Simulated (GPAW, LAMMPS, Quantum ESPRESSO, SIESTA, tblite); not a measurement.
# Which run comes nearest? Amorphous 37Ga2O3-63Al2O3 (mol %) (135 atoms)

Density of this cell: 4.37 g/cm³. The cell holds 135 atoms: 20 Ga, 34 Al and 81 O. Its edges and angles: a = 11.105 Å, b = 11.105 Å, c = 11.105 Å, α = 90.0°, β = 90.0°, γ = 90.0°. 135 atoms (20 Fe, 34 Al, 81 O) placed at random at 3.55 g/cm³, melted at 5000 K for 10 ps at fixed volume with the Morse and Coulomb pair potential with partial charges (Pedone, Malavasi, Menziani, Cormack and Segre, J. Phys. Chem. B 110, 11780 (2006)). Quenched from 5000 K to 300 K at 50 K/ps and fixed volume, held 10 ps at zero pressure, then minimised at fixed cell. Then Fe was replaced by Ga and the cell scaled by 1.006 (the potential has no terms for the new elements, so the cell is a start for a DFT relaxation).

Geometry: as built.

The reference, a calculation:

- method: Kohn-Sham DFT, PBE, SSSP efficiency 1.3.0 pseudopotentials, plane waves (Quantum ESPRESSO 7.5); sssp-pbe-1.3.0-efficiency, cutoffs 70/560 Ry, Γ point
- r.m.s. force component: 0.6367 eV/Å
- longest force: 2.732 eV/Å
- pressure: 7.288 GPa
- gap (highest filled to lowest empty level): 2.19 eV
- time: 15 min on 4 MPI ranks of Arm Neoverse V2, shared host
- CPU time: 62 min

Q: Estimate the differences from the reference, the CPU time and the memory of each run.
- SIESTA PBE, DZP, shift 0.001 Ry, mesh 500 Ry (SIESTA 5.4.2; 4 MPI ranks)
- GPAW PBE, LCAO dzp, h 0.15 Å (GPAW 26.7.0; 4 MPI ranks)
- GPAW PBE, grid h 0.18 Å (GPAW 26.7.0; 4 MPI ranks)
- QE PBE+D3(BJ), sssp-1.3.0-efficiency, 70/560 Ry (Quantum ESPRESSO 7.5; 4 MPI ranks)
- GPAW PBE, LCAO szp(dzp), h 0.18 Å (GPAW 26.7.0; 1 thread)
- SIESTA PBE, SZ, shift 0.01 Ry, mesh 500 Ry (SIESTA 5.4.2; 1 thread)
- tblite GFN1-xTB (tblite 0.8.0; 1 thread)
- SIESTA PBE, DZ, shift 0.01 Ry, mesh 500 Ry (SIESTA 5.4.2; 2 MPI ranks)
- SIESTA LDA, DZP, shift 0.01 Ry, mesh 500 Ry (SIESTA 5.4.2; 4 MPI ranks)
- QE PBE, sg15-1.2, 60/240 Ry (Quantum ESPRESSO 7.5; 4 MPI ranks)

Differences are against the plane-wave reference, forces as r.m.s. over components; share is that over the reference's r.m.s. force, slope the least-squares factor from reference forces to these. Total energies of different programs have different zeros and aren't compared.

| run | Δ force, r.m.s. (meV/Å) | share (%) | slope | Δ pressure (GPa) | Δ gap (eV) | cores | CPU time | memory (GiB) |
| --- | --- | --- | --- | --- | --- | --- | --- | --- |
| reference | - | - | - | - | - | 4 | 62 min | 6.7 |
| SIESTA PBE, DZP, shift 0.001 Ry, mesh 500 Ry | 109 | 17.1 | 0.983 | 2.43 | -0.136 | 4 | 75 min | 7.7 |
| GPAW PBE, LCAO dzp, h 0.15 Å | 244 | 38.4 | 0.965 | - | -0.127 | 4 | 19 min | 6.0 |
| GPAW PBE, grid h 0.18 Å | 141 | 22.2 | 0.941 | - | -0.0162 | 4 | 26 min | 4.9 |
| QE PBE+D3(BJ), sssp-1.3.0-efficiency, 70/560 Ry | 3.97 | 0.623 | 0.999 | -3.27 | 0 | 4 | 61 min | 6.7 |
| GPAW PBE, LCAO szp(dzp), h 0.18 Å (coarse) | 278 | 43.6 | 0.902 | - | -0.237 | 1 | 6 min | 2.3 |
| SIESTA PBE, SZ, shift 0.01 Ry, mesh 500 Ry (coarse) | 459 | 72.1 | 1.395 | 12.5 | -0.519 | 1 | 3.2 min | 1.5 |
| tblite GFN1-xTB | 331 | 52.0 | 0.800 | 13.9 | - | 1 | 15 s | 0.18 |
| SIESTA PBE, DZ, shift 0.01 Ry, mesh 500 Ry (coarse) | 376 | 59.1 | 1.356 | 6.92 | -0.185 | 2 | 5.3 min | 2.2 |
| SIESTA LDA, DZP, shift 0.01 Ry, mesh 500 Ry | 83.6 | 13.1 | 1.007 | -9.58 | -0.168 | 4 | 17 min | 4.2 |
| QE PBE, sg15-1.2, 60/240 Ry (coarse) | 67.9 | 10.7 | 0.925 | -18.0 | 0.0219 | 4 | 32 min | 3.2 |

Rows marked coarse were listed beforehand as settings not expected to be converged; some can still land near the reference.

CPU time is summed over cores on a shared host, where runs went side by side, so it is rough. Symmetry, cutoffs, thresholds, outputs and thread counts weren't matched or tuned between programs; memory under MPI is the largest rank's times the ranks.

PBE on plane waves or a grid with other potentials, cutoffs or grids, coarse settings apart, differs from the reference by 22 % (GPAW PBE, grid h 0.18 Å) of the r.m.s. force; potentials, valence shells or grid differ, and the table alone doesn't part them. The PBE runs in local orbitals, coarse settings apart, differ by 17 % (SIESTA PBE, DZP, shift 0.001 Ry, mesh 500 Ry) to 38 % (GPAW PBE, LCAO dzp, h 0.15 Å); basis, grid and potentials can all enter. Tight binding differs by 52 % (tblite GFN1-xTB); it is another model, with fitted parameters of its own, and the xTB methods hold dispersion. In the reference's own program, potentials and cutoffs, a change of model alone moves forces by 0.62 % (QE PBE+D3(BJ), sssp-1.3.0-efficiency, 70/560 Ry). Periodic xTB results under one method name differ between programs and library versions. The network of bonds at the start is that of the classical potential that made the cell, and needn't be the one that DFT or experiment would give. The electronic-structure runs sample only Γ, in a cell whose shortest periodic width is 11 Å.

[Hosts, paths, dates, database ids (printed as entryN), source tags and the programs' standing remarks are cut or masked in the printed files.]
